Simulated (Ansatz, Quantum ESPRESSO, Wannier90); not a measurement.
# Ballistic channels from Wannier functions: straight Mg chain, spacing 3.24 Å, part 2 of 5

Wanted: localised orbitals and the quantum conductance of this wire: straight Mg chain, spacing 3.24 Å.

Quantum ESPRESSO 7.5 and Wannier90 3.1.0; plane-wave DFT, PBE, GBRV ultrasoft pseudopotentials; cross-check by Ansatz 0.2.0 with PAW datasets.

So far. Step 2 (SCF with pw.x): The run needed 10 iterations to bring the estimated error under 1e-07 Ry.

## Step 4: Neighbour list from wannier90 -pp

Level of this step: maximally localised Wannier functions and ballistic conductance; plane-wave DFT, PBE, GBRV ultrasoft pseudopotentials (Wannier90).

The .win file sets projections and windows: states in the frozen window are kept exactly, the outer window gives room to disentangle.

wan.win

```
num_wann = 4
num_bands = 15
num_iter = 200
num_print_cycles = 20
conv_tol = 1e-8
conv_window = 5
guiding_centres = true
dis_num_iter = 1500
dis_conv_tol = 1e-8
dis_win_min = -12.4459
dis_win_max = 7.5541
dis_froz_max = 0.0541
search_shells = 120
fermi_energy = -1.4459

transport = true
transport_mode = bulk
one_dim_axis = z
dist_cutoff = 19.34
dist_cutoff_mode = one_dim
tran_win_min = -4.0
tran_win_max = 2.0
tran_energy_step = 0.02

bands_plot = true
bands_num_points = 96
begin kpoint_path
G 0.0 0.0 0.0 Z 0.0 0.0 0.5
end kpoint_path

begin projections
Mg:s;p
end projections

begin unit_cell_cart
ang
  8.0000000000 0.0000000000 0.0000000000
  0.0000000000 8.0000000000 0.0000000000
  0.0000000000 0.0000000000 3.2400000000
end unit_cell_cart

begin atoms_frac
  Mg 0.0000000000 0.0000000000 0.0000000000
end atoms_frac

mp_grid = 1 1 12
begin kpoints
  0.0 0.0 0.0000000000
  0.0 0.0 0.0833333333
  0.0 0.0 0.1666666667
  0.0 0.0 0.2500000000
  0.0 0.0 0.3333333333
  0.0 0.0 0.4166666667
  0.0 0.0 0.5000000000
  0.0 0.0 0.5833333333
  0.0 0.0 0.6666666667
  0.0 0.0 0.7500000000
  0.0 0.0 0.8333333333
  0.0 0.0 0.9166666667
end kpoints
```

Command:

```sh
OMP_NUM_THREADS=1 wannier90.x -pp wan > wan.pp.log
```

What it wrote:

```text
+---------------------------------------------------+
             |                                                   |
             |                   WANNIER90                       |
             |                                                   |
             +---------------------------------------------------+
             |                                                   |
             |        Welcome to the Maximally-Localized         |
             |        Generalized Wannier Functions code         |
             |                             |
             |                                                   |
             |                                                   |
             |  Wannier90 Developer Group:                       |
             |    Giovanni Pizzi    (EPFL)                       |
             |    Valerio Vitale    (Cambridge)                  |
             |    David Vanderbilt  (Rutgers University)         |
             |    Nicola Marzari    (EPFL)                       |
             |    Ivo Souza         (Universidad del Pais Vasco) |
             |    Arash A. Mostofi  (Imperial College London)    |
             |    Jonathan R. Yates (University of Oxford)       |
             |                                                   |
             |  For the full list of Wannier90 3.x authors,      |
             |  please check the code documentation and the      |
             |  README on the GitHub page of the code            |
             |                                                   |
             |                                                   |
             |  Please cite                                      |
             |                                                   |
             |  [ref] "Wannier90 as a community code:            |
             |        new features and applications",            |
             |        G. Pizzi et al., J. Phys. Cond. Matt. 32,  |
             |        165902 (2020).                             |
             |            |
             |                                                   |
             |  in any publications arising from the use of      |
             |  this code. For the method please cite            |
             |                                                   |
             |  [ref] "Maximally Localized Generalised Wannier   |
             |         Functions for Composite Energy Bands"     |
             |         N. Marzari and D. Vanderbilt              |
             |         Phys. Rev. B 56 12847 (1997)              |
             |                                                   |
             |  [ref] "Maximally Localized Wannier Functions     |
             |         for Entangled Energy Bands"               |
             |         I. Souza, N. Marzari and D. Vanderbilt    |
             |         Phys. Rev. B 65 035109 (2001)             |
             |                                                   |
             |                                                   |
             | Copyright (c) 1996-2020                           |
             |        The Wannier90 Developer Group and          |
             |        individual contributors                    |
             |                                                   |
             |      Release: 3.1.0        5th March    2020      |
             |                                                   |
             | This program is free software; you can            |
             | redistribute it and/or modify it under the terms  |
             | of the GNU General Public License as published by |
             | the Free Software Foundation; either version 2 of |
             | the License, or (at your option) any later version|
             |                                                   |
             | This program is distributed in the hope that it   |
             | will be useful, but WITHOUT ANY WARRANTY; without |
             | even the implied warranty of MERCHANTABILITY or   |
             | FITNESS FOR A PARTICULAR PURPOSE. See the GNU     |
             | General Public License for more details.          |
             |                                                   |
             | You should have received a copy of the GNU General|
             | Public License along with this program; if not,   |
             | write to the Free Software Foundation, Inc.,      |
             | 675 Mass Ave, Cambridge, MA 02139, USA.           |
             |                                                   |
             +---------------------------------------------------+
[date or host left out]
             +---------------------------------------------------+

 ******************************************************************************
 * -> Using CODATA 2006 constant values                                       *
 *    (                      *
 * -> Using Bohr value from CODATA                                            *
 ******************************************************************************

 Running in serial (with parallel executable)

                                    ------
                                    SYSTEM
                                    ------

                              Lattice Vectors (Ang)
                    a_1     8.000000   0.000000   0.000000
                    a_2     0.000000   8.000000   0.000000
                    a_3     0.000000   0.000000   3.240000

                   Unit Cell Volume:     207.36000  (Ang^3)

                        Reciprocal-Space Vectors (Ang^-1)
                    b_1     0.785398   0.000000   0.000000
                    b_2     0.000000   0.785398   0.000000
                    b_3     0.000000   0.000000   1.939255

 *----------------------------------------------------------------------------*
 |   Site       Fractional Coordinate          Cartesian Coordinate (Ang)     |
 +----------------------------------------------------------------------------+
 | Mg   1   0.00000   0.00000   0.00000   |    0.00000   0.00000   0.00000    |
 *----------------------------------------------------------------------------*
                                ------------
                                K-POINT GRID
                                ------------

             Grid size =  1 x  1 x 12      Total points =   12

 *---------------------------------- MAIN ------------------------------------*
 |  Number of Wannier Functions               :                 4             |
 |  Number of Objective Wannier Functions     :                 4             |
[...]
|  Write on-site energies <0n|H|0n> to file  :                 F             |
 |  Use guiding centre to control phases      :                 T             |
 |  Use phases for initial projections        :                 F             |
 |  Iterations before starting guiding centres:                 0             |
 |  Iterations between using guiding centres  :                 1             |
 *----------------------------------------------------------------------------*
 *------------------------------- DISENTANGLE --------------------------------*
 |  Using band disentanglement                :                 T             |
 |  Total number of iterations                :              1500             |
 |  Mixing ratio                              :             0.500             |
 |  Convergence tolerence                     :         1.000E-08             |
 |  Convergence window                        :                 3             |
 *----------------------------------------------------------------------------*
 *-------------------------------- PLOTTING ----------------------------------*
 |  Plotting interpolated bandstructure       :                 T             |
 |   Number of K-path sections                :                 1             |
 |   Divisions along first K-path section     :                96             |
 |   Output format                            :           gnuplot             |
 |   Output mode                              :               s-k             |
 *----------------------------------------------------------------------------*
 |   K-space path sections:                                                   |
 |    From: G       0.000  0.000  0.000     To: Z       0.000  0.000  0.500   |
 *----------------------------------------------------------------------------*
 *------------------------------- TRANSPORT ----------------------------------*
 |  Transport mode                            :              bulk             |
 |   Hamiltonian from external files          :                 F             |
 |   System extended in                       :                 z             |
 |   Centre of the unit cell to which WF are translated (fract. coords):      |
 |                                       0.000000,    0.000000,    0.000000   |
 |  Fermi energy (eV)                         :            -1.446             |
 *----------------------------------------------------------------------------*
 Time to read parameters        0.004 (sec)

 *---------------------------------- K-MESH ----------------------------------*
 +----------------------------------------------------------------------------+
 |                    Distance to Nearest-Neighbour Shells                    |
 |                    ------------------------------------                    |
 |          Shell             Distance (Ang^-1)          Multiplicity         |
 |          -----             -----------------          ------------         |
 |             1                   0.161605                      2            |
 |             2                   0.323209                      2            |
 |             3                   0.484814                      2            |
 |             4                   0.646418                      2            |
 |             5                   0.785398                      4            |
 |             6                   0.801852                      8            |
 |             7                   0.808023                      2            |
 |             8                   0.849302                      8            |
 |             9                   0.922981                      8            |
 |            10                   0.969627                      2            |
 |            11                   1.017205                      8            |
 |            12                   1.110721                      4            |
 |            13                   1.122416                      8            |
 |            14                   1.126832                      8            |
 |            15                   1.131232                      2            |
 |            16                   1.156791                      8            |
[...]
|           113                   2.845144                      8            |
 |           114                   2.850179                     16            |
 |           115                   2.857141                      8            |
 |           116                   2.857339                      8            |
 |           117                   2.864087                     16            |
 |           118                   2.872995                     16            |
 |           119                   2.878177                     16            |
 |           120                   2.888513                      8            |
 +----------------------------------------------------------------------------+
 | The b-vectors are chosen automatically                                     |
 | The following shells are used:   1,  5                                     |
 +----------------------------------------------------------------------------+
 |                        Shell   # Nearest-Neighbours                        |
 |                        -----   --------------------                        |
 |                          1               2                                 |
 |                          5               4                                 |
 +----------------------------------------------------------------------------+
 | Completeness relation is fully satisfied [Eq. (B1), PRB 56, 12847 (1997)]  |
 +----------------------------------------------------------------------------+
 |                  b_k Vectors (Ang^-1) and Weights (Ang^2)                  |
 |                  ----------------------------------------                  |
 |            No.         b_k(x)      b_k(y)      b_k(z)        w_b           |
 |            ---        --------------------------------     --------        |
 |             1         0.000000    0.000000    0.161605    19.145327        |
 |             2         0.000000    0.000000   -0.161605    19.145327        |
 |             3         0.785398    0.000000    0.000000     0.810569        |
 |             4         0.000000    0.785398    0.000000     0.810569        |
 |             5         0.000000   -0.785398    0.000000     0.810569        |
 |             6        -0.785398    0.000000    0.000000     0.810569        |
 +----------------------------------------------------------------------------+
 |                           b_k Directions (Ang^-1)                          |
 |                           -----------------------                          |
 |            No.           x           y           z                         |
 |            ---        --------------------------------                     |
 |             1         0.000000    0.000000    0.161605                     |
 |             2         0.785398    0.000000    0.000000                     |
 |             3         0.000000    0.785398    0.000000                     |
 +----------------------------------------------------------------------------+

 Time to get kmesh              0.014 (sec)
 *============================================================================*
 |                              MEMORY ESTIMATE                               |
 |         Maximum RAM allocated during each phase of the calculation         |
 *============================================================================*
 |                        Disentanglement            0.37 Mb                  |
 |                            Wannierise:            0.08 Mb                  |
 |                          plot_wannier:            0.08 Mb                  |
 *----------------------------------------------------------------------------*

 Starting a new Wannier90 calculation ...

 Time to write kmesh            0.018 (sec)

 Exiting... wan.nnkp written.
```

The job ended after 0.46 s (1 MPI rank of Arm Neoverse V1, shared host; peak memory 0.09 GiB).

## Step 5: Overlaps and projections

pw2wannier90.x computes the overlaps between neighbouring k-points and the projections.

wan.p2w.in

```
&inputpp
  prefix = 'nscf'
  outdir = './out'
  seedname = 'wan'
  write_mmn = .true.
  write_amn = .true.
  write_unk = .false.
/
```

Command:

```sh
OMP_NUM_THREADS=1 mpirun -n 2 pw2wannier90.x -in wan.p2w.in > wan.p2w.out
```

What it wrote:

```text
[banner, memory and clock lines left out]
Program PW2WANNIER v.7.5 starts

          URL

     Reading nscf_save data

     ./out/nscf.save/

     IMPORTANT: XC functional enforced from input :
     Exchange-correlation= PBE
                           (   1   4   3   4   0   0   0)
     Any further DFT definition will be discarded
     Please, verify this is what you really want

     Reading collected, re-writing distributed wavefunctions

      Spin CASE ( default = unpolarized )

  Wannier mode is: standalone

  -----------------
  *** Reading nnkp
  -----------------

  Checking info from wannier.nnkp file

  - Real lattice is ok
  - Reciprocal lattice is ok
  - K-points are ok
  - Number of wannier functions is ok (  4)
  - All guiding functions are given

  Projections:
    0.000000    0.000000    0.000000  0  1  1    1.000000
    0.000000    0.000000    0.000000  1  1  1    1.000000
    0.000000    0.000000    0.000000  1  2  1    1.000000
    0.000000    0.000000    0.000000  1  3  1    1.000000

  Reading data about k-point neighbours

  All neighbours are found

  Opening pp-files

  *** Compute  A projections

  Number of local k points =       12
       1       2       3       4       5       6       7       8       9      10
      11      12
  AMN calculated

  ---------------
  *** Compute  M
  ---------------

  Number of local k points =       12
       1       2       3       4       5       6       7       8       9      10
      11      12
  MMN calculated

  *** Orbital terms are not computed

  *** SHC terms are not computed

  ----------------
  *** Write bands
  ----------------

  *** Plot info is not printed

  *** Parity info is not printed

  ------------
  *** Stop pp
  ------------

     Internal routines:
```

The job ended after 2.8 s (2 MPI ranks; peak memory 0.12 GiB; 5.5 s of CPU time).

[end of part 2 of 5]

[Logs are printed without paths, hosts, clocks, repeated set-up lines and the standing remarks that a program may print on its own settings, such as how far it seeks lower states.]

[Hosts, paths, dates, database ids (printed as entryN), source tags and the programs' standing remarks are cut or masked in the printed files.]

[Maps of the electrostatic potential energy from Ansatz leave out the sawtooth potential of an applied field or a dipole correction, so their vacuum need not be flat; planar profiles and work functions include it.]
